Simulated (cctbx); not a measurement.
## A disordered crystal of nominal Ca3SnSb3

Cell a = 12.9500 Å, b = 4.5090 Å, c = 14.5140 Å, α = 90.00°, β = 90.00°, γ = 90.00°; space group Pnma (no. 62); nominal formula Ca3SnSb3.

Simulated single-crystal data (cctbx): Cu Kα, λ = 1.54184 Å, to d = 0.83 Å, 50 % of the full sphere, strongest reflection 5000 counts, noise from counting, a 4 % proportional error and a noise floor of 2 counts (s.d.); no absorption.

With every site full:

```text
Rint 0.064, 866 unique reflections to 0.83 A
cycle     R1     wR2    GooF  max shift (A)
   1  0.1343  0.2802   4.088   0.00289
   2  0.0483  0.1101   1.607   0.00007
final R1 0.0483 wR2 0.1101 GooF 1.607  parameters 42  data/parameter 20.6
atom        x        y        z      Ueq    occ   su(xyz)  su(Uiso or U11)
Sb1    0.96017  0.75000  0.65311   0.0070  1.000  0.00011  0.0007
Sb2    0.88508  0.75000  0.10804   0.0054  1.000  0.00010  0.0007
Sb3    0.74659  0.75000  0.37973   0.0036  1.000  0.00010  0.0006
Sn1    0.92880  0.75000  0.29582   0.0155  1.000  0.00013  0.0009
Ca2    0.77223  0.25000  0.22258   0.0050  1.000  0.00031  0.0020
Ca3    0.15203  0.75000  0.49762  -0.0097  1.000  0.00024  0.0014  NPD
Ca4    0.93500  0.75000  0.88713   0.0078  1.000  0.00033  0.0020
difference map: max 4.84 min -3.52 rms 0.61
Q1    0.1762  0.7500  0.4936    4    4.91  0.32 A from Ca3
Q2    0.2044  0.7500  0.2013    4    2.10  1.30 A from Sb3
Q3    0.1086  0.7500  0.0400    4    1.82  2.13 A from Sb3
Q4    0.1015  0.7500  0.2823    4    1.73  2.24 A from Sn1
Q5    0.2238  0.2500  0.6521    4    1.68  0.60 A from Sb3
Q6    0.2059  0.7500  0.8754    4    1.68  1.45 A from Ca2
```

With the occupancies of the suspect sites free, each still typed as its main element:

```text
Rint 0.064, 866 unique reflections to 0.83 A
cycle     R1     wR2    GooF  max shift (A)
   1  0.0995  0.2162   3.157   0.00071
  18  0.0306  0.0667   0.975   0.00002
final R1 0.0306 wR2 0.0667 GooF 0.974  parameters 44  data/parameter 19.7
atom        x        y        z      Ueq    occ   su(xyz)  su(Uiso or U11)
Sb1    0.96020  0.75000  0.65310   0.0081  1.000  0.00006  0.0004
Sb2    0.88512  0.75000  0.10802   0.0066  1.000  0.00006  0.0004
Sb3    0.74662  0.75000  0.37968   0.0047  1.000  0.00006  0.0004
Sn1    0.92884  0.75000  0.29586   0.0082  0.865  0.00008  0.0006
Ca2    0.77221  0.25000  0.22262   0.0064  1.000  0.00019  0.0012
Ca3    0.15196  0.75000  0.49762   0.0067  1.338  0.00014  0.0011
Ca4    0.93490  0.75000  0.88714   0.0090  1.000  0.00020  0.0012
su of occupancy Sn1: 0.005
su of occupancy Ca3: 0.015
difference map: max 1.72 min -1.68 rms 0.41
Q1    0.1085  0.7500  0.0397    4    1.73  2.14 A from Sb3
Q2    0.2066  0.7500  0.1989    4    1.72  1.25 A from Sb3
Q3    0.1063  0.7500  0.2807    4    1.60  2.31 A from Sn1
Q4    0.0437  0.7500  0.6202    4    1.56  1.18 A from Sb1
Q5    0.1055  0.7500  0.6927    4    1.55  1.97 A from Sb1
Q6    0.2032  0.7500  0.8709    4    1.55  1.39 A from Ca2
```

**Question.** What is the disorder?

X-rays count electrons. Sn1 refines to 0.865(0.005), or 43.2 electrons; the site truly holds 0.8 Sn and 0.2 Ca, 44.0 electrons, which is 0.880 of Sn; Ca3 refines to 1.338(0.015), or 26.8 electrons; the site truly holds 0.8 Ca and 0.2 Sn, 26.0 electrons, which is 1.300 of Ca. A value under 1 can't tell vacancies from a lighter guest, and one over 1 needs a heavier guest; chemistry or a second radiation must settle which. Occupancy correlates with U and the scale, and the two elements' form factors differ in shape, so the match is approximate.

Freeing them takes R1 from 0.0483 to 0.0306 and GooF from 1.61 to 0.97.

The model is made up (kin elements in a known structure type, no relaxation), so it says nothing on whether the phase exists.

[Middle refinement cycles are left out of these outputs.]

[Logs are printed without paths, hosts, clocks, repeated set-up lines and the standing remarks that a program may print on its own settings, such as how far it seeks lower states.]
